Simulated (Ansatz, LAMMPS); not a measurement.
# Localised basis functions on glassy 66SiO2-6Al2O3-14Na2O-14Li2O (mol %) (109 atoms), part 2 of 2

Aim: test how closely localised support functions follow the reference on glassy 66SiO2-6Al2O3-14Na2O-14Li2O (mol %) (109 atoms), and at what cost. A setting counts as converged where the r.m.s. difference of forces stays under 1 % of the r.m.s. force.

Ansatz 0.2.0; Kohn-Sham DFT, PBE, PAW (set soft_2), plane waves.

The cell: 23 Si, 4 Al, 10 Na, 10 Li and 62 O. The quench rate of 50 K/ps is orders of magnitude faster than experiment. The network of bonds at the start is that of the classical potential that made the cell. The Brillouin zone is sampled at Γ only, in a cell whose shortest periodic width is 11 Å.

So far. Step 7 (Support functions medium, spacing 0.275 Å): Forces differ from the reference by 2.9 meV/Å r.m.s., 0.33 % of their size, within a tolerance of 1 %; the energy by -6.5 meV/atom. It took roughly 4.0 times the reference's time (one timing each, with unlike analyses asked), in 15 cycles against 9. The setting is coarser than the default on purpose.

**9. The reference in detail**

With the settings judged, the reference run is read for its physics.

Length of the force by element and coordination:

```tsv
element	coordination	atoms	mean length of the force (eV/Å)	spread	least	most
Al	all	4	1.41	0.494	0.758	2.11
Li	all	10	0.820	0.296	0.293	1.22
Na	all	10	0.461	0.189	0.230	0.943
O	all	62	1.58	0.679	0.357	3.01
Si	all	23	1.30	0.583	0.501	2.60
```

Löwdin charges by element and coordination (they lack the spilled electrons, 0.059 e an atom on average):

```tsv
element	coordination	atoms	mean charge (e)	spread	least	most
Al	all	4	1.29	0.0434	1.22	1.34
Li	all	10	0.791	0.0148	0.77	0.819
Na	all	10	0.812	0.0169	0.780	0.836
O	all	62	-0.874	0.0872	-1.10	-0.766
Si	all	23	1.72	0.0445	1.61	1.78
```

Density of states as counts of states in windows of 1 eV (from the Fermi level), total and the larger projections:

```tsv
from (eV)	to (eV)	total	O p	Si p
-10	-9	11.5	8.0	1.0
-9	-8	18.0	13.2	2.4
-8	-7	28.4	21.9	4.9
-7	-6	19.9	15.7	2.2
-6	-5	44.7	37.0	3.6
-5	-4	60.7	53.3	2.9
-4	-3	72.5	67.1	1.8
-3	-2	65.3	61.9	1.2
-2	-1	32.2	30.8	0.4
-1	0	4.0	3.8	0.1
0	1	1.3	1.2	0.0
1	2	0.0	0.0	0.0
2	3	2.0	0.1	0.1
3	4	4.6	0.4	0.3
4	5	13.2	1.3	1.5
```

The curve was stored every 0.10 eV, coarse against its broadening of 0.08 eV, so these counts are rough.

With fixed occupations the program's Fermi level is the highest filled level; weight inside the gap is the broadening of levels at its edges.

Between -26 and -10 eV lie 197 more states.

The levels nearest the highest filled one (over half full), pooled over k-points and spins:

```tsv
level less the highest filled one (eV)	occupation
-1.31	2
-1.20	2
-1.06	2
-1.03	2
-0.224	2
0	2
2.46	0
3.55	0
3.73	0
4.01	0
4.31	0
4.48	0
```

Valence density in the bc plane at fractional x = 0.241, with atoms of Si and Al and Li and O within 0.2 Å of it. It is the smooth field of the valence electrons, not physical close to the nuclei.

Values in e/Å³, 13 rows by 16 columns, each cell a mean:
```
0.0 0.5 1.6 0.5 0.1 0.3 0.5 0.2 0.3 2.2 2.1 0.2 0.0 0.0 0.0 0.0
0.1 1.1 4.2 1.3 0.2 0.7 1.3 0.3 0.3 2.5 2.4 0.3 0.1 0.0 0.0 0.0
0.1 0.2 0.5 0.3 0.1 0.2 0.2 0.1 0.1 0.1 0.2 1.2 2.9 0.1 0.1 0.1
0.3 0.0 0.1 0.2 0.2 0.1 0.1 0.0 0.1 0.1 0.1 0.1 0.2 0.2 1.5 2.1
0.4 0.1 0.2 0.5 0.3 0.1 0.0 0.2 0.7 0.4 0.1 0.1 0.1 0.3 2.7 3.7
0.1 0.1 0.2 0.3 0.2 0.1 0.0 0.2 0.8 0.4 0.1 0.1 0.2 0.3 0.3 0.3
0.1 0.4 0.4 0.4 1.7 1.7 0.2 0.1 0.2 0.3 0.3 0.3 1.6 1.3 0.2 0.0
0.2 0.5 0.4 0.4 3.3 3.7 0.3 0.0 0.1 0.4 0.5 0.4 1.0 0.7 0.1 0.0
0.2 0.2 0.2 0.2 0.5 0.5 0.2 0.1 0.0 0.1 0.3 0.2 0.3 0.1 0.0 0.1
0.2 0.2 0.9 3.0 1.2 0.2 0.3 0.1 0.0 0.1 0.2 0.3 0.5 0.2 0.0 0.2
0.1 0.1 0.8 2.8 0.9 0.2 0.1 0.1 0.0 0.0 0.0 0.1 0.2 0.1 0.0 0.1
0.0 0.0 0.1 0.1 0.1 0.0 0.0 0.0 0.0 0.0 0.0 0.0 0.0 0.0 0.0 0.0
0.0 0.0 0.1 0.0 0.0 0.0 0.0 0.0 0.1 0.1 0.1 0.0 0.0 0.0 0.0 0.0
```
Columns run along b (11.1 Å), rows up along c (11.1 Å). Atoms in or near the plane, at fractional coordinates: Si at (0.34, 0.29), Si at (0.71, 0.36), Si at (0.19, 0.53), Al at (0.27, 0.81), Li at (0.75, 0.80), O at (0.94, 0.67), O at (0.31, 0.44), O at (0.62, 0.91).

ELF in the bc plane at fractional x = 0.241, with atoms of Si and Al and Li and O within 0.2 Å of it. It is the smooth field of the valence electrons, not physical close to the nuclei.

Ten even steps from '_' (0.00) to '@' (0.97), each cell a mean:
```
__--++######**--__..==****++::..--**%%%%%%##==..______________
..++##%%##%%##++..::**%%%%##==..==####**%%%%**--______________
::++%%%%****%%**..--##%%%%##==..==####**%%%%==..______________
__::**%%%%%%##--____++####**--__::++##%%##==..----____________
____..==****==______..----::..____::====--__++@@@@..__::----..
..______......________..____________________::**==__..++**##++
**::______..--==::......________....________________==##%%%%%%
%%++..____::++++==..________..--++==::__......____..++%%**==%%
##--____..::++**++::________--**####==........____::++%%####%%
==..__....::--==--..______..==##%%##++::..______....--++####**
____............::::..______--++**==::..______::====--::::::::
__..::--::....--**##**++..____..::::----::__::**%%%%##==..____
::==++**++::::##%%##%%%%**..____..--++**==..--##%%%%%%**::____
::++******--::**##==**%%**::____::==******::--##%%%%##++..____
..::==++==....==##%%%%##==..______::--====....--++++--..______
::........____..--++++--....________..::........::..______..::
==::____::++++++==........::..______::----..--++**==..____::==
--::__..**%%##%%%%++....::::..______::::::..==**##**--____..--
....__--##%%****%%**..::--::..____________..--**##**::______..
______::**%%%%%%##==........________________::==++==..________
______..--**####++::__________________________......__________
__________..::::..____________________________________________
____________________________________......____________________
____..::----..______..::::..____..--==++++==::________________
```
Columns run along b (11.1 Å), rows up along c (11.1 Å). Atoms in or near the plane, at fractional coordinates: Si at (0.34, 0.29), Si at (0.71, 0.36), Si at (0.19, 0.53), Al at (0.27, 0.81), Li at (0.75, 0.80), O at (0.94, 0.67), O at (0.31, 0.44), O at (0.62, 0.91).

Forces differ by site in this geometry: O atoms with 5 neighbours bear 2.5 eV/Å on average, against 1.1 eV/Å for those with 2. Mean Löwdin charges: Al +1.29, Li +0.79, Na +0.81, O -0.87, Si +1.72 e (they miss 1.1 % of the electrons, so they add up to more than the cell's charge).

**10. Structure statistics**

Bonds and neighbours are counted at the geometry of the runs.

Density 2.50 g/cm³, 12.45 Å³ an atom.

Pair distribution functions g(r), in bins of 0.2 Å:

```tsv
r (Å)	total	O-O	O-Si	O-Li	O-Na	O-Al	Si-Si
1.50	1.33	0.00	5.55	0.00	0.00	0.00	0.00
1.70	2.36	0.00	7.93	0.00	0.00	10.98	0.00
1.90	0.38	0.00	0.00	3.67	0.00	0.00	0.00
2.10	0.36	0.00	0.00	2.84	0.18	0.51	0.00
2.30	0.27	0.00	0.00	0.48	1.96	0.00	0.00
2.50	1.17	2.34	0.00	0.55	2.71	0.00	0.00
2.70	1.38	3.56	0.00	0.00	1.34	0.00	0.00
2.90	0.81	0.93	0.00	0.51	1.53	0.00	0.94
3.10	1.14	0.91	0.27	1.08	0.80	0.44	4.82
3.30	0.91	0.69	0.66	0.31	0.56	1.96	0.97
3.50	0.86	0.78	1.08	1.21	0.64	0.52	0.00
3.70	1.04	0.74	1.87	1.01	0.77	0.79	0.15
3.90	1.04	0.74	1.65	1.27	0.46	1.28	0.94
4.10	1.23	0.83	1.92	1.14	1.19	1.94	0.72
4.30	1.11	0.76	1.50	1.32	0.98	1.29	1.67
4.50	1.04	0.82	1.08	1.38	1.42	1.85	1.31
4.70	0.94	1.27	0.64	0.47	1.66	0.60	1.10
4.90	1.06	1.44	0.70	1.05	0.95	0.36	1.19
5.10	1.00	1.32	0.58	0.94	1.31	0.84	0.86
5.30	0.95	1.26	0.81	0.93	0.75	0.63	1.09
```

Bonds by pair of elements; cutoffs follow the first minimum of g(r), held within bounds set by covalent radii, and pairs that aren't listed don't count as bonded:

```tsv
pair A-B	cutoff (Å)	bonds	mean length (Å)	spread (Å)	shortest (Å)	B about A	A about B
O-Si	2.08	92	1.61	0.036	1.52	1.48	4
O-Li	2.38	32	2.02	0.102	1.90	0.516	3.2
O-Na	2.77	43	2.47	0.15	2.19	0.694	4.3
O-Al	2.19	16	1.75	0.088	1.67	0.258	4
```

The cutoffs for O-Li and O-Na fall short of the minimum of g(r), so counts run low and odd coordinations can be artefacts.

How many atoms have how many bonded neighbours:

```tsv
element	mean	2	3	4	5
Al	4	0	0	4	0
Li	3.2	0	8	2	0
Na	4.3	1	0	4	5
O	2.95	25	21	10	6
Si	4	0	0	23	0
```

Oxygen atoms by the number of network formers (Si, P, Ge, B, Al, As, Ga) bound to them:

```tsv
network formers bound to O	O atoms	per cent
0	0	0
1	17	27.4
2	44	71
3	1	1.6
```

Network units: each former by its oxygen neighbours and how many of them bridge to another former:

```tsv
former	O neighbours	bridging O	atoms
Si	4	2	2
Si	4	3	12
Si	4	4	9
Al	4	3	1
Al	4	4	3
```

Rings of the network by King's shortest-path rule, up to 12 atoms, one path for each pair of neighbours; H, halogens, alkali and alkaline-earth atoms are left out:

```tsv
ring size (atoms)	rings	per network atom
6	1	0.011
8	3	0.034
10	6	0.067
12	8	0.09
```

First main peaks of g(r), for some of the pairs, lie near 2.6 Å (O-O), 1.6 Å (O-Si), 2.0 Å (O-Li), 2.4 Å (O-Na), 1.7 Å (O-Al) and 3.1 Å (Si-Si). 71 % of the oxygens bridge two formers and 27 % are non-bridging; 2 % join three. The commonest Si unit has 4 oxygens, 3 of them shared with other formers (12 of 23 atoms). Rings of 12 atoms are the most common (44 % of those counted); sizes run from 6 to 12, where the search stops.

A closer look about O69, which bears the longest force: 9 atoms, nearest first, numbered in the order of the input, with positions taken from that point.

```tsv
atom	x	y	z	distance (Å)	bonds	Löwdin charge (e)	Fx	Fy	Fz (eV/Å)
O69	0.00	0.00	0.00	0.00	5	-1.04	2.47	1.57	0.72
Si18	-1.26	-0.73	-0.64	1.59	4	1.61	-0.14	0.62	1.07
Li38	0.43	0.26	1.89	1.95	4	0.77	-0.54	-0.64	0.13
Na36	0.45	0.93	-2.16	2.39	5	0.81	-0.33	-0.06	-0.26
Na30	1.99	-1.41	0.12	2.44	5	0.81	0.02	-0.12	0.33
O65	-0.60	-1.65	-1.82	2.53	3	-0.90	-0.09	-0.68	-1.68
Na31	1.95	1.60	0.30	2.54	5	0.79	0.24	-0.06	-0.28
O68	-2.13	0.47	-1.42	2.61	3	-0.82	0.36	-0.24	-1.49
O109	-2.18	-1.43	0.35	2.63	2	-0.94	-1.61	-1.25	1.60
```

**11. Summary of results**

```yaml
free_energy_per_atom: -632.8518 eV/atom
pressure: 6.16 GPa
r_m_s_force_component: 0.8748 eV/Å
spacing_of_highest_filled_and_lowest_empty_level: 2.457 eV
wall_time_of_the_5_dft_runs: 7.5 min
```

Against plane waves at 420 eV, the forces differ by 0.40 meV/Å (0.046 %) with support functions medium. At 109 atoms the fastest of the runs at a preset level, support functions low, takes roughly 5.0 times the time of plane waves (whose run also made extra analyses), in 13 SCF cycles against 9. Differences between support functions and plane waves include what basis error the plane-wave run still has.

The highest filled and lowest empty levels differ by 2.46 eV (at Γ alone); a semilocal functional tends to put such gaps too low. In a disordered cell it changes from sample to sample, and tail or defect levels can set it. Forces differ by site in this geometry: O atoms with 5 neighbours bear 2.5 eV/Å on average, against 1.1 eV/Å for those with 2. 71 % of the oxygens bridge two formers and 27 % are non-bridging; 2 % join three.

**Limits.** The geometry was minimised with a classical potential and isn't relaxed at this level: its force components are 0.87 eV/Å r.m.s. The stress is far from hydrostatic: its diagonal is 6.8, 7.8, 4.0 GPa, compression counted positive. The pressure of 6.2 GPa belongs to unrelaxed atoms and would change as they relax.

[Long decimals in the printed logs are rounded to 6 places.]

[Logs are printed without paths, hosts, clocks, repeated set-up lines and the standing remarks that a program may print on its own settings, such as how far it seeks lower states.]

[Hosts, paths, dates, database ids (printed as entryN), source tags and the programs' standing remarks are cut or masked in the printed files.]
